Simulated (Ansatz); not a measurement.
# H2Pb (model cell, started as rutile): phonons and vibrational spectra

Aim: the phonons of H2Pb (model cell, started as rutile) at a cell relaxed beforehand at this level.

Program: Ansatz 0.2.0. Level of theory: DFT PBEsol, scalar-relativistic, plane waves, PAW. Results are calculated unless marked as measured.

The structure was built from a prototype and need not be the compound's stable phase.

**1. The structure**

Symmetry: P4_2/mnm, No. 136, tetragonal system. The conventional cell has a = 4.954 Å, b = 4.954 Å, c = 3.759 Å, α = 90.00°, β = 90.00°, γ = 90.00°. Nearest to Pb lie 6 H at 2.21 to 2.28 Å. H has 3 Pb at 2.21 to 2.28 Å nearest. Farther neighbours are not listed.

**2. Phonons on a q mesh**

The cell comes from relaxations at this level that are not shown. Stability and thermal properties need the whole zone. Linear response on a 2×2×2 q mesh gives force constants as far as a supercell of that size would.

File input.yaml:

```yaml
crystal:
  lattice:
    - [4.9543492694, 0.0, 0.0]
    - [0.0, 4.9543492694, 0.0]
    - [0.0, 0.0, 3.7593839155]
  atoms:
    - { symbol: Pb, position: [0.0, 0.0, 0.0] }
    - { symbol: Pb, position: [0.5, 0.5, 0.5] }
    - { symbol: H, position: [0.3153257571, 0.3153257571, 0.0] }
    - { symbol: H, position: [0.6846742429, 0.6846742429, 0.0] }
    - { symbol: H, position: [0.8153257571, 0.1846742429, 0.5] }
    - { symbol: H, position: [0.1846742429, 0.8153257571, 0.5] }
kpoints:
  mp_grid: { grid: [6, 6, 8] }
hamiltonian:
  xc: pbesol
scf:
  occupations: { method: methfessel_paxton, width: 0.15 }
output:
  eigenvalues: true
phonons:
  method: dfpt
  qmesh: [2, 2, 2]
  temperatures: { t_max: 1000, t_step: 50 }
  qpath:
    path:
      - [[0.0, 0.0, 0.0], [0.0, 0.5, 0.0], [0.5, 0.5, 0.0], [0.0, 0.0, 0.0], [0.0, 0.0, 0.5], [0.0, 0.5, 0.5], [0.5, 0.5, 0.5], [0.0, 0.0, 0.5]]
      - [[0.0, 0.5, 0.0], [0.0, 0.5, 0.5]]
      - [[0.5, 0.5, 0.0], [0.5, 0.5, 0.5]]
    npoints: 10
```

Run with:

```bash
$ ansatz run input.yaml --threads 8 --pin off --max-ram 14336MiB --backend cpu --events-out ev --progress --plain --runs-dir out
```

Numbers of over 12 decimals in the logs are rounded to 6 here.

What it wrote:

```text
Warning: phonons: the dynamical matrix that this run interpolates holds no multipole term above the dipole-dipole one, and a site of this crystal is no centre of inversion, so its interpolated transverse optical and acoustic branches and sound speeds can stay off near Gamma, and the density of states and the thermodynamics with them. What a run solves at a wave vector of phonons.qpoints, Gamma apart, where the deck admits one, is free of this, and under fd what a larger phonons.supercell samples
Engine: ansatz 0.2.0, aarch64-unknown-linux-gnu
Pseudopotentials: kind: paw
Pseudopotential: Pb, paw, valence charge 14, recommended cutoff 420 eV (normal), Pb.paw.azcp
Pseudopotential: H, paw, valence charge 1, recommended cutoff 420 eV (normal), H.paw.azcp
Functional definition: PBEsol
  exchange = pbesol_x
  correlation = pbesol_c
Crystal: 6 atoms, lattice volume = 92.276 Å³
Basis set: ecut = 420 eV, 1833 PW (Γ), exchange–correlation on 72×72×60 points (8 copies of the dense FFT grid, shifted against one another)
Bands: 22, of which v1, the nominal top of the filled ones, is band 16 counted from 1 (15 counted from 0)
Symmetry: 16 space group operations
k-points: 50 of 288
Non-local potential: Pb, projectors of the file, l = 0: 2, l = 1: 2, l = 2: 2, l = 3: 2
Non-local potential: H, projectors of the file, l = 0: 2, l = 1: 1
PAW form: soft (Blöchl's): semilocal exchange-correlation on the pseudo side does not see the compensation charge
PAW frozen core: Pb, regenerated for the run's functional, and the local potential with it (the file was generated under x = pbe(κ = 0.804, μ = 0.219515), c = pbe(β = 0.066725))
PAW one-centre angular grid: Pb, 590 points (default); XC on 64 Gauss nodes
PAW one-centre angular grid: H, 110 points (default); XC on 64 Gauss nodes
Initial density: superposition of atomic densities (neutral atoms: chi_scale 0, normalization atom), corrected by the library's trained network
Initial wavefunctions: pseudopotential atomic-orbital guess
Functional: x = pbesol(κ = 0.804, μ = 0.123457), c = pbesol(β = 0.046)
SCF iter   1: F=—  HF=-23569.821357 eV  |F-HF|=—  |Δ(HF+E_count)|=         —  Δρ=9.73e-3  dr2=7.98e-2  ethr=1.77e-3  ⟨swp⟩=6.2  Hψ=5324  notcnv=0
preconditioner: auto → Resta (q_TF=auto, 2.287 Å⁻¹)  ε∞=2.9  [insulator: Δε(μ)=0.153 eV  Ē_g=16.065 eV  σ=0.150 eV  W_gap=0.61  n_scr=18 (ndim 8)  ℏωp=21.9 eV  f_vac=0.001  D(μ)=1.38/eV (n_scr^D=4)  ε∞_Penn≈2.9]
SCF iter   2: F=—  HF=-23569.796481 eV  |F-HF|=—  |Δ(HF+E_count)|=   2.49e-2  S|Δr|=    0.00e0  Δρ=3.67e-3  dr2=1.21e-2  ethr=2.49e-4  ⟨swp⟩=1.1  Hψ=1508  notcnv=0  defer=2
SCF iter   3: F=—  HF=-23569.792600 eV  |F-HF|=—  |Δ(HF+E_count)|=   3.88e-3  S|Δr|=    0.00e0  Δρ=3.38e-4  dr2=1.00e-4  ethr=3.77e-5  ⟨swp⟩=2.0  Hψ=1247  notcnv=0  defer=2
SCF iter   4: F=—  HF=-23569.792640 eV  |F-HF|=—  |Δ(HF+E_count)|=   4.01e-5  S|Δr|=    0.00e0  Δρ=1.59e-4  dr2=2.05e-5  ethr=3.12e-7  ⟨swp⟩=2.1  Hψ=1435  notcnv=0  defer=2
SCF iter   5: F=—  HF=-23569.792654 eV  |F-HF|=—  |Δ(HF+E_count)|=   1.45e-5  S|Δr|=    0.00e0  Δρ=3.09e-5  dr2=7.81e-7  ethr=6.40e-8  ⟨swp⟩=2.0  Hψ=1333  notcnv=0  defer=2
SCF iter   6: F=—  HF=-23569.792653 eV  |F-HF|=—  |Δ(HF+E_count)|=   8.64e-7  S|Δr|=    0.00e0  Δρ=6.09e-6  dr2=3.82e-8  ethr=2.44e-9  ⟨swp⟩=2.0  Hψ=1848  notcnv=0  defer=2
SCF iter   7: F=—  HF=-23569.792653 eV  |F-HF|=—  |Δ(HF+E_count)|=   2.31e-8  S|Δr|=    0.00e0  Δρ=2.22e-6  dr2=3.41e-9  ethr=1.19e-10  ⟨swp⟩=3.0  Hψ=1868  notcnv=0  defer=2
SCF iter   8: F=—  HF=-23569.792653 eV  |F-HF|=—  |Δ(HF+E_count)|=  8.55e-10  S|Δr|=    0.00e0  Δρ=2.85e-7  dr2=7.41e-11  ethr=1.06e-11  ⟨swp⟩=2.0  Hψ=1782  notcnv=0  defer=2
SCF iter   9: F=-23569.792653 eV  HF=-23569.792653 eV  |F-HF|=3.64e-12  |Δ(HF+E_count)|=  2.91e-11  S|Δr|=    0.00e0  Δρ=4.15e-8  dr2=1.02e-12  ethr=1.00e-12  ⟨swp⟩=10.3  Hψ=6321  notcnv=0
SCF 1 converged in 9 iterations: F = -23569.792653 eV  dr2 = 1.02e-12
  greatest PAW one-centre occupation: 0.980 electrons in one spin orbital (limit 2), on the Pb atom at site 1 (counted from 0), in its partial waves of l = 2
Initial density: read from a saved state, or passed on in memory by an earlier SCF of this step, an earlier step, the calling program or the single point that the run made first
iter 1 solved again at ethr=4.16e-7 eV; its pass at ethr=3.10e-3 eV (dr2=1.33e-4 eV) is discarded
SCF iter   1: F=—  HF=-23569.792656 eV  |F-HF|=—  |Δ(HF+E_count)|=         —  Δρ=1.41e-6  dr2=1.03e-9  ethr=4.16e-7  ⟨swp⟩=3.5  Hψ=8425  notcnv=0
eigensolver tolerance schedule: the retry pair's looser diagonalisation over-reported the residual by 129855.56 of it (diagonalisation noise at an unbounded share of the residual, at the tolerance the schedule requests for it); recorded, not acted on — ethr = c·dr2/N_el stays at c = 1.0e-1
preconditioner: auto → Kerker (q_TF=auto, 2.287 Å⁻¹)  [metal: Δε(μ)=0.039 eV  Ē_g=16.042 eV  σ=0.150 eV  W_gap=0.22  n_scr=18 (ndim 8)  ℏωp=21.9 eV  f_vac=0.000  D(μ)=1.39/eV (n_scr^D=4)]
SCF iter   2: F=—  HF=-23569.792653 eV  |F-HF|=—  |Δ(HF+E_count)|=   2.82e-6  S|Δr|=    0.00e0  Δρ=7.53e-7  dr2=3.05e-10  ethr=3.20e-12  ⟨swp⟩=3.7  Hψ=2627  notcnv=0
SCF iter   3: F=—  HF=-23569.792653 eV  |F-HF|=—  |Δ(HF+E_count)|=  9.09e-11  S|Δr|=    0.00e0  Δρ=4.77e-7  dr2=1.20e-10  ethr=1.00e-12  ⟨swp⟩=1.0  Hψ=1125  notcnv=0
SCF iter   4: F=—  HF=-23569.792653 eV  |F-HF|=—  |Δ(HF+E_count)|=  3.64e-11  S|Δr|=    0.00e0  Δρ=2.29e-7  dr2=2.67e-11  ethr=1.00e-12  ⟨swp⟩=1.0  Hψ=1100  notcnv=0
SCF iter   5: F=—  HF=-23569.792653 eV  |F-HF|=—  |Δ(HF+E_count)|=  1.09e-11  S|Δr|=    0.00e0  Δρ=1.70e-7  dr2=1.48e-11  ethr=1.00e-12  ⟨swp⟩=3.1  Hψ=3051  notcnv=0
SCF iter   6: F=-23569.792653 eV  HF=-23569.792653 eV  |F-HF|=3.64e-12  |Δ(HF+E_count)|=    0.00e0  S|Δr|=    0.00e0  Δρ=6.94e-8  dr2=2.48e-12  ethr=1.00e-12  ⟨swp⟩=2.0  Hψ=2099  notcnv=0
SCF 2 converged in 6 iterations: F = -23569.792653 eV  dr2 = 2.48e-12
phonons: the bands overlap, so this run is a metal and interpolates without the dipole-dipole term. If the crystal is really an insulator or semiconductor, its LO-TO splitting is missing
NSCF: frozen V_eff on 50 k-points
NSCF: frozen V_eff on 100 k-points
DFPT response loops at q = (0, 0, 0) (fractional): preconditioner auto → Kerker (q_TF=auto, 2.287 Å⁻¹) (partly filled bands, converged f_vac=0.000); β = 1.00, the filter's whole step (`scf.mixing.beta` (0.50) is not read by the response loops under this deck's `scf.mixing.preconditioner`; to damp them name `kerker` or `kerker_dos`, under which they read `scf.mixing.beta`, and type it under 1.00, their step now; both keys bind the ground state too); Broyden in place of MSR1
NSCF: frozen V_eff on 200 k-points
DFPT response loops at q = (0, 0, -0.5) (fractional): mixed as the last ones told, above
NSCF: frozen V_eff on 200 k-points
DFPT response loops at q = (0, -0.5, 0) (fractional): mixed as the last ones told, above
NSCF: frozen V_eff on 200 k-points
DFPT response loops at q = (0, -0.5, -0.5) (fractional): mixed as the last ones told, above
NSCF: frozen V_eff on 200 k-points
DFPT response loops at q = (-0.5, -0.5, 0) (fractional): mixed as the last ones told, above
NSCF: frozen V_eff on 200 k-points
DFPT response loops at q = (-0.5, -0.5, -0.5) (fractional): mixed as the last ones told, above
SCF converged after 9 iterations
Stability not checked: this state was not tested for a lower state beside it, because cold or Methfessel-Paxton smearing, or corrected tetrahedra, fill the levels in a way that the test cannot read (fill_not_monotonic; see scf.lower_state_search)
Free energy (F): -23569.792653 eV
Harris-Foulkes:  -23569.792653 eV  (|F-HF|=3.64e-12)
Internal energy: -23569.790624 eV  (E = F + TS)
E sigma→0 (E₀):  -23569.792146 eV
Entropy (-TS):   -0.002030 eV (-0.338 meV/atom)
Fermi energy:    6.982508 eV
--- Per-component energies (eV) ---
  E_band       = -187.082317
  E_kinetic    = 626.788916
  E_local      = -2523.985347  (includes V_loc(G=0)·N_el)
  E_nonlocal   = 709.029321
  E_hartree    = 990.124429
  E_xc         = -471.770202
  E_vxc        = -309.275908  (∫ρ·V_xc dr)
  E_paw        = -20511.302160  (= ΣΔE_a)
  E_vpaw       = -669.884279  (= ΣTr[D̂ρ^β])
  E_aug_tail   = -0.003908  (compensation charges beyond the density's cutoff)
  E_ewald      = -2388.795905
  E_core_change = 0.124233  (= ΣΔE_core)
  E_smearing   = -0.002030  (= −TS)
  E_closure    = -0.000000  (closes the sum)
  Σ components = -23569.792653   (vs F -23569.792653, Δ=0.00e0)
--- Band table (eV; the first three rows and the last of 50) ---
  k-point 0: bands = [... 12 lower, 1.9760, 1.9760, 5.3964, 8.3554, 9.3089, 9.5230, 9.5230, 9.8669, ... 2 higher]
  k-point 1: bands = [... 12 lower, 2.1435, 2.1435, 4.3050, 8.3350, 9.1445, 9.4546, 9.6363, 9.6363, ... 2 higher]
  k-point 2: bands = [... 12 lower, 2.6048, 2.6048, 2.6769, 6.1406, 9.3430, 9.3430, 9.8934, 10.1240, ... 2 higher]
  k-point 49: bands = [... 12 lower, 1.8331, 1.8331, 2.7900, 2.7900, 6.1066, 6.1066, 12.3770, 12.3770, ... 2 higher]
--- Phonons (Γ-DFPT): 4 representative perturbations + reference (Σ response iterations 13) ---
  ASR residual: 1.735e-5 → 0.000e0 eV/Å²; symmetrization residual: 6.101e-7 eV/Å²
  ASR residual per site (eV/Å²): 1.73e-5 1.73e-5 3.84e-6 3.84e-6 3.84e-6 3.84e-6
  Γ frequencies (cm⁻¹): -431.21 -215.45 0.00 0.00 0.00 53.03 78.76 78.76 156.36 346.58 346.58 431.32 431.32 526.29 718.42 718.42 959.12 1068.84
--- Phonons (arbitrary-q DFPT): 6 irreducible q on the 2×2×2 mesh ---
  q = [0.0000, 0.0000, 0.0000] (star 1, of the zone-centre solve; hermiticity 3.39e-7, symmetrization 2.98e-12): -431.21 -215.45 0.00 0.00 0.00 53.03 78.76 78.76 156.36 346.58 346.58 431.32 431.32 526.29 718.42 718.42 959.12 1068.84
  q = [0.0000, 0.0000, -0.5000] (star 1, 4 solved perturbations in 330 linear systems a pass and spin channel, the states on 100 of 288 k-point pairs; hermiticity 1.95e-7, symmetrization 2.55e-12): -773.33 -773.33 -193.82 -193.82 56.69 56.69 59.67 59.67 103.67 103.67 400.17 400.17 661.04 661.04 677.78 677.78 929.67 929.67
  q = [0.0000, -0.5000, 0.0000] (star 2, 6 solved perturbations on 100 of 288 k-point pairs; hermiticity 3.19e-7, symmetrization 2.97e-13): -209.94 -209.94 37.57 37.57 49.53 49.53 60.50 60.50 253.07 253.07 463.20 463.20 733.15 733.15 752.66 752.66 899.66 899.66
  q = [0.0000, -0.5000, -0.5000] (star 2, 6 solved perturbations on 100 of 288 k-point pairs; hermiticity 2.89e-7, symmetrization 2.04e-13): -611.23 -611.23 42.62 42.62 58.31 58.31 98.54 98.54 274.12 274.12 288.80 288.80 589.09 589.09 679.74 679.74 973.67 973.67
  q = [-0.5000, -0.5000, 0.0000] (star 1, 4 solved perturbations in 330 linear systems a pass and spin channel, the states on 100 of 288 k-point pairs; hermiticity 2.38e-7, symmetrization 1.73e-12): -309.08 -309.08 11.17 11.17 34.27 34.27 55.07 55.07 303.89 303.89 376.17 376.17 476.62 476.62 730.49 730.49 998.42 998.42
  q = [-0.5000, -0.5000, -0.5000] (star 1, 4 solved perturbations in 330 linear systems a pass and spin channel, the states on 100 of 288 k-point pairs; hermiticity 1.90e-7, symmetrization 1.04e-12): -675.04 -675.04 42.96 42.96 64.28 64.28 99.20 99.20 346.02 346.02 395.30 395.30 650.29 650.29 664.80 664.80 938.74 938.74
  sum rule: each row above includes the acoustic sum rule's correction from the zone centre's row sums; it moved no ω² by more than (1.02 cm⁻¹)²
  mesh force constants: q→R imaginary residual 2.38e-17; ASR residual 1.735e-5 → 0.000e0 eV/Å²; symmetrization residual 1.776e-15 eV/Å²
  interpolated dispersion: 93 rows × 18 modes
  density of states and harmonic sums: on the 14×14×16 q-mesh, interpolated from the force constants of a 2×2×2 supercell (no non-analytic term)
  largest difference from the sums on the solved wave vectors: F 1.89e-1 eV, S 2.69e-4 and C_V 9.56e-5 eV/K
  zero-point energy: 0.376710 eV/cell   skipped modes (ω ≤ 0): 571, of them read as no rigid motion or as one in doubt: 568 (1.663e0 modes/cell left out, lowest -773.33 cm⁻¹)   left out of the sums: 9.24e-2 of the cell's modes: C_V's classical limit lies that fraction below 3 k_B per atom; for a crystal, a wire or a layer, F and S can be off by more, and a phonons.interpolated_qmesh denser along its periods is the remedy for the sampling
```

Elapsed: 83 s, on 8 threads of Arm Neoverse V1, shared host; peak memory 0.93 GiB.

Numbers from this step:

| Property | Result |
| --- | --- |
| volume per atom | 15.38 Å³ |
| gap on the k-mesh | 0 eV |
| sum-rule residual before enforcement | 1.73e-5 eV/Å² |
| lowest frequency on the path | -773.3 cm⁻¹ |
| point group | 4/mmm |
| highest frequency on the path or at a solved wavevector | 1069 cm⁻¹ |
| highest optical mode at the zone centre (no LO-TO term) | 1069 cm⁻¹ |
| lowest optical zone-centre mode | -431.2 cm⁻¹ |
| lowest mode on the q mesh (acoustic modes at Γ apart) | -773.3 cm⁻¹ |

Frequencies (cm⁻¹) solved at each irreducible wavevector; negative means imaginary. Frequencies by wavevector, by row:

| q in reciprocal lattice units | star | mode 1 | mode 2 | mode 3 | mode 4 | mode 16 | mode 17 | mode 18 |
| --- | --- | --- | --- | --- | --- | --- | --- | --- |
| 0 0 0 | 1 | -431.2 | -215.4 | 0 | 0 | 718.4 | 959.1 | 1069 |
| 0 0 -0.5 | 1 | -773.3 | -773.3 | -193.8 | -193.8 | 677.8 | 929.7 | 929.7 |
| 0 -0.5 0 | 2 | -209.9 | -209.9 | 37.6 | 37.6 | 752.7 | 899.7 | 899.7 |
| 0 -0.5 -0.5 | 2 | -611.2 | -611.2 | 42.6 | 42.6 | 679.7 | 973.7 | 973.7 |
| -0.5 -0.5 0 | 1 | -309.1 | -309.1 | 11.2 | 11.2 | 730.5 | 998.4 | 998.4 |
| -0.5 -0.5 -0.5 | 1 | -675 | -675 | 43 | 43 | 664.8 | 938.7 | 938.7 |

Interpolated from a 2×2×2 q mesh, rough between the solved points. Phonon branches along the path, in cm⁻¹:

| point | branch 1 | branch 2 | branch 3 | branch 4 | branch 15 | branch 16 | branch 17 | branch 18 |
| --- | --- | --- | --- | --- | --- | --- | --- | --- |
| Γ | -431 | -215 | 0 | 0 | 718 | 718 | 959 | 1069 |
| halfway | -360 | -176 | 20 | 30 | 736 | 736 | 918 | 1028 |
| X | -210 | -210 | 38 | 38 | 753 | 753 | 900 | 900 |
| halfway | -264 | -264 | 35 | 35 | 742 | 742 | 965 | 965 |
| M | -309 | -309 | 11 | 11 | 730 | 730 | 998 | 998 |
| halfway | -332 | -199 | 20 | 22 | 735 | 742 | 856 | 1035 |
| Γ | -431 | -215 | 0 | 0 | 718 | 718 | 959 | 1069 |
| halfway | -233 | -233 | 22 | 22 | 567 | 567 | 931 | 1012 |
| Z | -773 | -773 | -194 | -194 | 678 | 678 | 930 | 930 |
| halfway | -698 | -698 | -51 | -51 | 677 | 677 | 955 | 955 |
| R | -611 | -611 | 43 | 43 | 680 | 680 | 974 | 974 |
| halfway | -643 | -643 | 50 | 50 | 673 | 673 | 959 | 959 |
| A | -675 | -675 | 43 | 43 | 665 | 665 | 939 | 939 |
| halfway | -694 | -644 | 48 | 48 | 664 | 695 | 930 | 979 |
| Z | -773 | -773 | -194 | -194 | 678 | 678 | 930 | 930 |
| jump to X | -210 | -210 | 38 | 38 | 753 | 753 | 900 | 900 |
| halfway | 20 | 20 | 50 | 50 | 674 | 674 | 932 | 932 |
| R | -611 | -611 | 43 | 43 | 680 | 680 | 974 | 974 |
| jump to M | -309 | -309 | 11 | 11 | 730 | 730 | 998 | 998 |
| halfway | 11 | 11 | 62 | 62 | 578 | 578 | 964 | 964 |
| A | -675 | -675 | 43 | 43 | 665 | 665 | 939 | 939 |

Tetrahedra on a 14×14×16 mesh, mean over bins of 20 cm-1. Interpolated from a 2×2×2 q mesh, rough between the solved points. Phonon density of states against wavenumber; read off at these points:

| wavenumber (cm⁻¹) | phonon density of states (1/cm⁻¹/cell) |
| --- | --- |
| -770 | 7.0e-5 |
| -730 | 7.8e-4 |
| -670 | 0.00233 |
| -630 | 0.00411 |
| -570 | 0.00243 |
| -530 | 0.00196 |
| -470 | 0.0014 |
| -430 | 0.00134 |
| -370 | 0.00156 |
| -330 | 0.0016 |
| -270 | 0.00267 |
| -230 | 0.00244 |
| -170 | 0.00377 |
| -130 | 0.00339 |
| -70 | 0.00312 |
| -30 | 0.00351 |
| 30 | 0.0540 |
| 50 | 0.102 |
| 70 | 0.0647 |
| 130 | 0.00691 |
| 170 | 0.00742 |
| 230 | 0.0123 |
| 270 | 0.0153 |
| 310 | 0.0227 |
| 330 | 0.0184 |
| 370 | 0.0142 |
| 430 | 0.0108 |
| 470 | 0.0134 |
| 530 | 0.0101 |
| 570 | 0.0107 |
| 630 | 0.0261 |
| 650 | 0.0272 |
| 670 | 0.0187 |
| 730 | 0.00905 |
| 770 | 0 |
| 830 | 0 |
| 870 | 0.00231 |
| 930 | 0.0184 |
| 970 | 0.0236 |
| 1030 | 0.00358 |
| 1070 | 2.2e-4 |

The partial phonon density of states has structure finer than the step of the table below, so its rows give means over 50 cm⁻¹, whole bins alone (the curve runs from -776 to 1111 cm⁻¹). Peaks (cm⁻¹: height): H -111.1: 0.00386, 327.9: 0.0187, 624.5: 0.0273, 956.7: 0.0214; Pb 55.0: 0.0852.

Phonopy on the run's constants, 11x11x15 mesh, Gaussian sigma 13.5 cm-1. Interpolated from a 2×2×2 q mesh, rough between the solved points. Table of partial phonon density of states by wavenumber; means over each step; values in 1/cm⁻¹/cell:

| wavenumber (cm⁻¹) | H | Pb |
| --- | --- | --- |
| -750 | 5.5e-4 | 0 |
| -700 | 0.00150 | 0 |
| -650 | 0.00334 | 0 |
| -600 | 0.00324 | 0 |
| -550 | 0.00243 | 4.7e-6 |
| -500 | 9.6e-4 | 0 |
| -450 | 0.00203 | 4.8e-6 |
| -400 | 0.00214 | 1.7e-5 |
| -350 | 9.0e-4 | 1.1e-5 |
| -300 | 0.00186 | 3.5e-5 |
| -250 | 0.00257 | 6.4e-5 |
| -200 | 0.00248 | 1.1e-4 |
| -150 | 0.00269 | 2.5e-4 |
| -100 | 0.00283 | 9.9e-4 |
| -50 | 9.3e-4 | 0.00246 |
| 0 | 4.6e-4 | 0.0145 |
| 50 | 0.00178 | 0.0707 |
| 100 | 0.00240 | 0.0282 |
| 150 | 0.00422 | 0.00128 |
| 200 | 0.00928 | 4.7e-4 |
| 250 | 0.0138 | 3.4e-4 |
| 300 | 0.0169 | 2.3e-4 |
| 350 | 0.0159 | 1.0e-4 |
| 400 | 0.0139 | 5.4e-5 |
| 450 | 0.0136 | 3.5e-5 |
| 500 | 0.0108 | 2.3e-5 |
| 550 | 0.00899 | 2.1e-5 |
| 600 | 0.0204 | 4.2e-5 |
| 650 | 0.0220 | 3.7e-5 |
| 700 | 0.0111 | 1.0e-5 |
| 750 | 0.00398 | 6.3e-7 |
| 800 | 5.3e-5 | 0 |
| 850 | 0.00108 | 0 |
| 900 | 0.00812 | 4.3e-6 |
| 950 | 0.0193 | 9.3e-6 |
| 1000 | 0.00934 | 5.4e-7 |
| 1050 | 0.00207 | 0 |

Symmetry leaves 6 wavevectors to solve. The lowest mode among them, the acoustic zeros apart, lies at q = (0, 0, -0.5) and is imaginary, 773.3i cm⁻¹, so the energy falls along it.

**3. Summary of results**

```json
{"space group (within 0.01 Å)": "P4_2/mnm", "volume per atom": "15.4 Å³", "electronic character": "no gap on this mesh", "highest optical mode at the zone centre (no LO-TO term)": "1069 cm⁻¹", "lowest optical zone-centre mode": "-431 cm⁻¹", "lowest mode on the q mesh (acoustic modes at Γ apart)": "-773 cm⁻¹", "highest frequency on the path or at a solved wavevector": "1069 cm⁻¹", "imaginary modes on the 2×2×2 q mesh": "yes"}
```

**Reading.** Modes are clearly imaginary (beyond 10i cm⁻¹) at 6 of the 6 irreducible wavevectors, most at q = (0, 0, -0.5) (773.3i cm⁻¹), so this structure is not a minimum of the energy. The optical modes at Γ span -431 to 1069 cm⁻¹ (negative means imaginary). The q mesh stands for a supercell only 7.5 Å across, so branches between the solved wavevectors are rough. With no gap, or one that is small against the smearing, the frequencies hang on the k mesh and the smearing, most of all near Kohn anomalies. Spin-orbit coupling is left out, which can matter for the heavy elements here. The starting cell was built on a prototype and not taken from a measurement, so the phase need not exist. These are harmonic frequencies at zero temperature: anharmonic shifts, linewidths and thermal expansion are left out.

[Logs are printed without paths, hosts, clocks, repeated set-up lines and the standing remarks that a program may print on its own settings, such as how far it seeks lower states.]

[Hosts, paths, dates, database ids (printed as entryN), source tags and the programs' standing remarks are cut or masked in the printed files.]
